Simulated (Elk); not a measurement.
## How CdS (Hawleyite) absorbs and reflects light

Aim: the dielectric function of CdS (Hawleyite), and the optical constants that follow from it.

Method: DFT, PBE, all-electron APW+lo, Dirac cores, scalar-relativistic bands, independent-particle optical response without local fields, in Elk 11.2.3 (patched build).

### Step 1. The starting structure

The structure is cubic, space group F-43m (No. 216). Conventional cell: a = 5.833 Å, b = 5.833 Å, c = 5.833 Å, α = 90.00°, β = 90.00°, γ = 90.00°. Nearest to Cd lie 4 S at 2.53 Å. Nearest to S lie 4 Cd at 2.53 Å. Farther neighbours and most contacts between anions are not listed.

### Step 2. Ground state

First the ground state: is it a metal or has it a gap?

This step: DFT, PBE, all-electron APW+lo, Dirac cores, scalar-relativistic bands, ground state (Elk 11.2.3 (patched build)).

The input, elk.in:

```
tasks
  0
  120

xctype
  20

nempty
  14

lorbcnd
  .true.

rgkmax
  7.0

swidth
  0.0018375

maxscl
  100

epsengy
  1e-05

sppath
  './'

avec
  0.000000000000 5.511386242471 5.511386242471
  5.511386242471 0.000000000000 5.511386242471
  5.511386242471 5.511386242471 0.000000000000

atoms
  2
  'Cd.in'
  1
  0.000000000000 0.000000000000 0.000000000000   0.000 0.000 0.000
  'S.in'
  1
  0.750000000000 0.750000000000 0.750000000000   0.000 0.000 0.000

ngridk
  10 10 10
```

Command:

```
$ OMP_NUM_THREADS=4 elk
```

Numbers of over 12 decimals in the logs are rounded to 6 here.

The log of the run:

```text
┌─────────────────────────┐
│ Elk code version 11.2.3 │
└─────────────────────────┘

All units are atomic (Hartree, Bohr, etc.)

┌─────────────────────────────────────────────────┐
│ Ground-state run starting from atomic densities │
└─────────────────────────────────────────────────┘

Lattice vectors :
   0.000000000       5.511386242       5.511386242
   5.511386242       0.000000000       5.511386242
   5.511386242       5.511386242       0.000000000

Reciprocal lattice vectors :
 -0.5700185970      0.5700185970      0.5700185970
  0.5700185970     -0.5700185970      0.5700185970
  0.5700185970      0.5700185970     -0.5700185970

Unit cell volume      :    334.8208843
Brillouin zone volume :   0.7408445084

Muffin-tin inner radius fraction :   0.1000000000E-01

Nuclei treated as point charges

Species : 1 (Cd)
 parameters loaded from : Cd.in
 name : cadmium
 nuclear charge    :   -48.00000000
 electronic charge :    48.00000000
 atomic mass :    204912.7176
 muffin-tin radius :    2.558291935
 number of radial points in muffin-tin :   1193
 inner part over the whole radius :   0.9885644014E-02
 number on inner part of muffin-tin    :    849
 approximate nuclear radius :   0.8708852602E-04
 number of mesh points to nuclear radius :    426
 atomic positions (lattice), magnetic fields (Cartesian) :
  1 :   0.00000000  0.00000000  0.00000000    0.00000000  0.00000000  0.00000000

Species : 2 (S)
 parameters loaded from : S.in
 name : sulphur
 nuclear charge    :   -16.00000000
 electronic charge :    16.00000000
 atomic mass :    58450.91931
 muffin-tin radius :    2.164708561
 number of radial points in muffin-tin :    793
 inner part over the whole radius :   0.9938940914E-02
 number on inner part of muffin-tin    :    554
 approximate nuclear radius :   0.6195814986E-04
 number of mesh points to nuclear radius :    251
 atomic positions (lattice), magnetic fields (Cartesian) :
  1 :   0.75000000  0.75000000  0.75000000    0.00000000  0.00000000  0.00000000

Total number of atoms per unit cell :    2
Total muffin-tin volume :    112.6256821
 ratio of muffin-tin to unit cell volume :   0.3363759173

Spin treatment :
 spin-unpolarised

Number of Bravais lattice symmetries :   48
Number of crystal symmetries         :   24
Crystal has no inversion symmetry
Complex Hermitian eigensolver will be used

k-point grid :     10    10    10
k-point offset :    0.000000000       0.000000000       0.000000000
k-point set is reduced with full crystal symmetry group
Total number of k-points :       73

Muffin-tin radius times maximum |G+k| :    7.000000000
 using average radius
Maximum |G+k| for APW functions       :    2.964217347
Maximum (1/2)|G+k|²                   :    4.393292240
Maximum |G| for potential and density :    12.00000000
Constant for pseudocharge density :    8
 order of it for each species :   15  15
 order of it for pair densities of each species (exact exchange by exxq0 0: 15) :   11   7
Radial integration step length :    1

G-vector grid sizes :     30    30    30
Number of G-vectors :     9841

Maximum angular momentum used for
 APW functions            :    8
 outer part of muffin-tin :    6
 inner part of muffin-tin :    2

Total nuclear charge    :   -64.00000000
Total core charge       :    40.00000000
Total valence charge    :    24.00000000
Total excess charge     :    0.000000000
Total electronic charge :    64.00000000

Effective Wigner radius, rₛ :    1.076914733

Number of empty states         :     28
Total number of valence states :     41
Total number of core states    :     40

Conduction state local-orbitals added automatically
Third-order local-orbitals added for an l without core states : F
Total number of local-orbitals :    120

Exchange-correlation functional :     20     0     0
 Perdew-Burke-Ernzerhof, Phys. Rev. Lett. 77, 3865 (1996)
 gradient requirement :    1
 generalised gradient approximation (GGA)

Smearing type :    3
 Fermi-Dirac
Smearing width :   0.1837500000E-02
Effective electronic temperature (K) :    580.2366081

Mixing type :    3
 Broyden mixing, J. Phys. A: Math. Gen. 17, L317 (1984)

Kohn-Sham potential initialised from atomic data

┌──────────────────────────────┐
│ Self-consistent loop started │
└──────────────────────────────┘

┌─────────────────┐
│ Loop number : 1 │
└─────────────────┘

Energies :
 Fermi                       :     0.71150730282129E-02
 sum of occupied eigenvalues :     -3591.9873357770
 electron kinetic            :      6267.4509630364
 core electron kinetic       :      6069.7146374099
 Coulomb                     :     -12082.646727967
 Coulomb potential           :     -9622.2176781041
 nuclear-nuclear             :     -588.28305535206
 electron-nuclear            :     -13378.416682724
 Hartree                     :      1884.0530101087
 Madelung                    :     -7271.5378889149
 xc potential                :     -237.22062070930
 exchange                    :     -177.21754816854
 correlation                 :     -3.199195
 electron entropic           :    -0.71074701299441E-11
 total energy                :     -5995.6125083570

Density of states at Fermi energy :   0.1035725398E-06
 (states/Hartree/unit cell)

Estimated indirect band gap :   0.6659707209E-01
 from k-point 1 to k-point 1
Estimated direct band gap   :   0.6659707209E-01
 at k-point 1

Charges :
 core                        :    40.00000000
 valence                     :    24.00000000
 interstitial                :    2.904434687
 muffin-tins (core leakage)
  species : 1 (Cd)
   atom 1                    :    46.38704771     (  0.3176532120E-03)
  species : 2 (S)
   atom 1                    :    14.70851760     (  0.8705029373E-04)
 total in muffin-tins        :    61.09556531
 total calculated charge     :    63.99920376
 total charge                :    64.00000000
 error                       :   0.7962406228E-03

┌─────────────────┐
│ Loop number : 2 │
└─────────────────┘

Energies :
 Fermi                       :     0.83354315149278E-02
 sum of occupied eigenvalues :     -3591.9652068582
 electron kinetic            :      6267.2380170145
 core electron kinetic       :      6069.5319532465
 Coulomb                     :     -12082.680836285
 Coulomb potential           :     -9622.1571643156
 nuclear-nuclear             :     -588.28305535206
 electron-nuclear            :     -13378.543784346
 Hartree                     :      1884.1460034129
 Madelung                    :     -7271.6022541268
 xc potential                :     -237.04605955701
 exchange                    :     -177.21889460543
 correlation                 :     -3.199279
 electron entropic           :    -0.76452433187053E-11
 total energy                :     -5995.8609927837

Density of states at Fermi energy :   0.1121066351E-06
 (states/Hartree/unit cell)

Estimated indirect band gap :   0.6620435131E-01
 from k-point 1 to k-point 1
Estimated direct band gap   :   0.6620435131E-01
 at k-point 1

Charges :
 core                        :    40.00000000
 valence                     :    24.00000000
 interstitial                :    2.906092620
 muffin-tins (core leakage)
  species : 1 (Cd)
   atom 1                    :    46.39129018     (  0.3173172196E-03)
  species : 2 (S)
   atom 1                    :    14.70261720     (  0.8712857013E-04)
 total in muffin-tins        :    61.09390738
 total calculated charge     :    63.99920545
 total charge                :    64.00000000
 error                       :   0.7945533889E-03

RMS change in Kohn-Sham potential (target) :   0.3564819394     (  0.1000000000E-05)
Absolute change in total energy (target)   :   0.2484844267     (  0.1000000000E-04)

[... 13 loops left out ...]

┌──────────────────┐
│ Loop number : 16 │
└──────────────────┘

Energies :
 Fermi                       :     0.121758
 sum of occupied eigenvalues :     -3586.5016538084
 electron kinetic            :      6268.1839553560
 core electron kinetic       :      6069.1637097936
 Coulomb                     :     -12083.013780340
 Coulomb potential           :     -9619.5821198625
 nuclear-nuclear             :     -588.28305535206
 electron-nuclear            :     -13381.690749280
 Hartree                     :      1886.9600242918
 Madelung                    :     -7273.2227204091
 xc potential                :     -235.10348930188
 exchange                    :     -177.22806563443
 correlation                 :     -3.202357
 electron entropic           :    -0.31169749925331E-08
 total energy                :     -5995.2602471488

Density of states at Fermi energy :   0.7099614902E-04
 (states/Hartree/unit cell)

Estimated indirect band gap :   0.4188338734E-01
 from k-point 1 to k-point 1
Estimated direct band gap   :   0.4188338734E-01
 at k-point 1

Charges :
 core                        :    40.00000000
 valence                     :    24.00000000
 interstitial                :    2.974959531
 muffin-tins (core leakage)
  species : 1 (Cd)
   atom 1                    :    46.58738908     (  0.3057997081E-03)
  species : 2 (S)
   atom 1                    :    14.43765139     (  0.8864202862E-04)
 total in muffin-tins        :    61.02504047
 total calculated charge     :    63.99928978
 total charge                :    64.00000000
 error                       :   0.7102182662E-03

RMS change in Kohn-Sham potential (target) :   0.1849852750E-07 (  0.1000000000E-05)
Absolute change in total energy (target)   :   0.4753132089E-05 (  0.1000000000E-04)

Convergence targets achieved

┌──────────────────┐
│ Loop number : 17 │
└──────────────────┘

Energies :
 Fermi                       :     0.121758
 sum of occupied eigenvalues :     -3586.5016536783
 electron kinetic            :      6268.1839555691
 core electron kinetic       :      6069.1637099212
 Coulomb                     :     -12083.013780284
 Coulomb potential           :     -9619.5821198920
 nuclear-nuclear             :     -588.28305535206
 electron-nuclear            :     -13381.690749125
 Hartree                     :      1886.9600241936
 Madelung                    :     -7273.2227203378
 xc potential                :     -235.10348935538
 exchange                    :     -177.22806562828
 correlation                 :     -3.202357
 electron entropic           :    -0.31169802477972E-08
 total energy                :     -5995.2602468734

Density of states at Fermi energy :   0.7099627868E-04
 (states/Hartree/unit cell)

Estimated indirect band gap :   0.4188338065E-01
 from k-point 1 to k-point 1
Estimated direct band gap   :   0.4188338065E-01
 at k-point 1

Charges :
 core                        :    40.00000000
 valence                     :    24.00000000
 interstitial                :    2.974959535
 muffin-tins (core leakage)
  species : 1 (Cd)
   atom 1                    :    46.58738908     (  0.3057997054E-03)
  species : 2 (S)
   atom 1                    :    14.43765139     (  0.8864202824E-04)
 total in muffin-tins        :    61.02504047
 total calculated charge     :    63.99928978
 total charge                :    64.00000000
 error                       :   0.7102182657E-03

┌──────────────────────────────┐
│ Self-consistent loop stopped │
└──────────────────────────────┘

Warning : core states of species 1 leak from the muffin-tin :   0.3057997054E-03

Wrote STATE.OUT
```

It took 15 s on 4 threads of Arm Neoverse V2, shared host; peak memory 0.12 GiB.

Numbers from this step:

| Item | Value |
| --- | --- |
| total energy | -5995 Ha |
| Fermi energy | 3.313 eV |
| DOS at the Fermi level | 2.61e-6 states/eV/cell |
| gap on the k-mesh | 1.140 eV |
| direct gap on the mesh | 1.140 eV |

There is a gap, 1.14 eV on this mesh (points off the mesh can give less), so no carriers' term is needed.

### Step 3. Independent particles

With the density converged, the vertical transitions are summed over the zone.

This step: DFT, PBE, all-electron APW+lo, Dirac cores, scalar-relativistic bands, independent-particle optical response without local fields (Elk 11.2.3 (patched build)).

elk.in, as its differences from that of step 2:

```diff
@@ -1,4 +1,6 @@
 tasks
-  0
-  120
+  121
+
+optcomp
+  1 1
 
@@ -17,9 +19,7 @@
 swidth
-  0.0018375
+  0.0036749
 
-maxscl
-  100
-
-epsengy
-  1e-05
+wplot
+  400 100 0
+  0.0 0.80849
```

Command:

```
$ OMP_NUM_THREADS=4 elk
```

The log of the run:

```text
┌─────────────────────────────────┐
│ Elk code version 11.2.3 started │
└─────────────────────────────────┘

Info(readinput): the functional depends on the density's gradient
 muffin-tin radial points multiplied by    2.00000
 (not where nrmtscf is given)

┌────────────────────┐
│ Current task : 121 │
└────────────────────┘
Info(checkmt): changed muffin-tin radius of species 1 (Cd) from   2.6000 to   2.5583
Info(checkmt): changed muffin-tin radius of species 2 (S) from   2.2000 to   2.1647

Info(dielectric):
 dielectric tensor written to EPSILON_ij.OUT
 optical conductivity written to SIGMA_ij.OUT
 for components
  i = 1, j = 1

┌──────────────────┐
│ Elk code stopped │
└──────────────────┘
```

It took 1.4 s on 4 threads; peak memory 0.04 GiB.

This step gave:

| Property | Result |
| --- | --- |
| electronic dielectric constant ε∞, mean over x, y and z (by symmetry where fewer were run) | 6.452 |
| centre of weight of the strongest loss peak in the window | 16.31 eV |

The Im ε, E ∥ x has structure finer than the step of the table below, so its rows give means over 1 eV, whole bins alone (the curve runs from 0 to 21.9 eV). Peaks (eV: height): 1.2: 1.77, 1.9: 3.00, 3.9: 6.33, 4.2: 6.56, 5.2: 6.28, 6.0: 9.37, 7.6: 8.12.

Sum at mesh points, not converged in k; values under the direct gap are tails of Lorentzian lines. Im ε, E ∥ x against photon energy; means over each step:

photon energy (eV), Im ε, E ∥ x and a bar:
```
        1       0.57 #
        2       1.55 #####
        3       2.50 ########
        4       4.63 #################
        5       4.79 #################
        6       7.97 ##############################
        7       6.70 #########################
        8       5.90 ######################
        9       2.68 #########
       10       1.68 #####
       11       1.61 #####
       12       1.29 ####
       13       0.92 ##
       14       0.95 ##
       15       0.76 ##
       16       0.55 #
       17       0.52 #
       18       0.42 
       19       0.37 
       20       0.53 #
       21       0.42
```

The reflectivity at normal incidence, E ∥ x has structure finer than the step of the table below, so its rows give means over 1 eV, whole bins alone (the curve runs from 0 to 21.9 eV). Peaks (eV: height): 3.8: 28.9, 4.2: 29.0, 6.3: 37.3, 8.7: 49.8, 12.1: 32.4, 12.8: 31.4, 14.9: 24.6.

Sum at mesh points, not converged in k. The reflectivity at normal incidence, E ∥ x by photon energy; means over each step:

```
photon energy (eV)  reflectivity at normal incidence, E ∥ x (%)
                 1                                         20.0
                 2                                         20.9
                 3                                         22.4
                 4                                         25.4
                 5                                         24.6
                 6                                         33.5
                 7                                         32.1
                 8                                         43.6
                 9                                         44.8
                10                                         35.0
                11                                         25.9
                12                                         28.5
                13                                         25.0
                14                                         14.7
                15                                         21.0
                16                                         14.1
                17                                         9.14
                18                                         8.60
                19                                         3.66
                20                                         4.71
                21                                         5.61
```

The loss function −Im 1/ε at q → 0, E ∥ x has structure finer than the step of the table below, so its rows give means over 0.5 eV, whole bins alone (the curve runs from 0 to 21.9 eV). Peaks (eV: height): 12.32: 0.948, 13.70: 1.40, 15.57: 1.88, 16.39: 1.88, 18.04: 1.73, 21.12: 1.36.

Sum at mesh points, not converged in k; values under the direct gap are tails of Lorentzian lines. Table of loss function −Im 1/ε at q → 0, E ∥ x by energy loss; means over each step:

```
energy loss (eV)  loss function −Im 1/ε at q → 0, E ∥ x
             0.5                                0.00169
             1.0                                 0.0168
             1.5                                 0.0139
             2.0                                 0.0401
             2.5                                 0.0317
             3.0                                 0.0460
             3.5                                 0.0483
             4.0                                 0.0752
             4.5                                  0.102
             5.0                                 0.0759
             5.5                                 0.0812
             6.0                                 0.0998
             6.5                                  0.145
             7.0                                  0.142
             7.5                                  0.132
             8.0                                  0.153
             8.5                                  0.176
             9.0                                  0.253
             9.5                                  0.329
            10.0                                  0.472
            10.5                                  0.558
            11.0                                  0.585
            11.5                                  0.571
            12.0                                  0.668
            12.5                                  0.815
            13.0                                   1.03
            13.5                                   1.32
            14.0                                  0.987
            14.5                                  0.958
            15.0                                   1.34
            15.5                                   1.69
            16.0                                   1.65
            16.5                                   1.68
            17.0                                   1.50
            17.5                                   1.46
            18.0                                   1.64
            18.5                                   1.22
            19.0                                  0.825
            19.5                                  0.826
            20.0                                  0.939
            20.5                                   1.15
            21.0                                   1.21
            21.5                                   1.01
```

At chosen wavelengths:

```
wavelength (nm)     n      k  R (%)     1/α
           1064  2.55  0.328   19.8  259 nm
            633  2.43  0.347   18.3  146 nm
            532  2.62  0.247   20.4  171 nm
            450  2.81  0.432   23.5   83 nm
            365  2.66  0.623   22.8   47 nm
            248  2.67  0.912   25.3   22 nm
            193  1.98  1.644   31.6  9.3 nm
```

Below the direct gap, k and the depth come from the tails of the Lorentzian lines, not from transitions.

Rows near the edge hang on the gap, which this functional as a rule makes too small, and phonon-assisted absorption is left out.

### Step 4. Outcome

| Quantity | Value |
| --- | --- |
| electronic dielectric constant ε∞, mean over x, y and z (by symmetry where fewer were run) (independent particles) | 6.45 |
| centre of weight of the strongest loss peak in the window, first axis | 16.3 eV |

What this shows: At this level (PBE, independent particles) CdS has ε∞ = 6.45 and n = 2.63 at 1550 nm. On the mesh the gap is 1.14 eV and the least direct gap 1.14 eV. Excitons and phonon-assisted transitions are missing, and so are local fields; PBE gaps are as a rule too small, which pulls the onset down and ε∞ up. The sum runs over mesh points 0.19 Å⁻¹ apart with no interpolation, so peaks are partly noise of the mesh; over so small a direct gap single mesh points weigh heavily, so ε∞, n and their changes from run to run can be far off.

[Machine, clock and banner lines and Python warnings are left out of the logs.]

[Logs are printed without paths, hosts, clocks, repeated set-up lines and the standing remarks that a program may print on its own settings, such as how far it seeks lower states.]

[Hosts, paths, dates, database ids (printed as entryN), source tags and the programs' standing remarks are cut or masked in the printed files.]
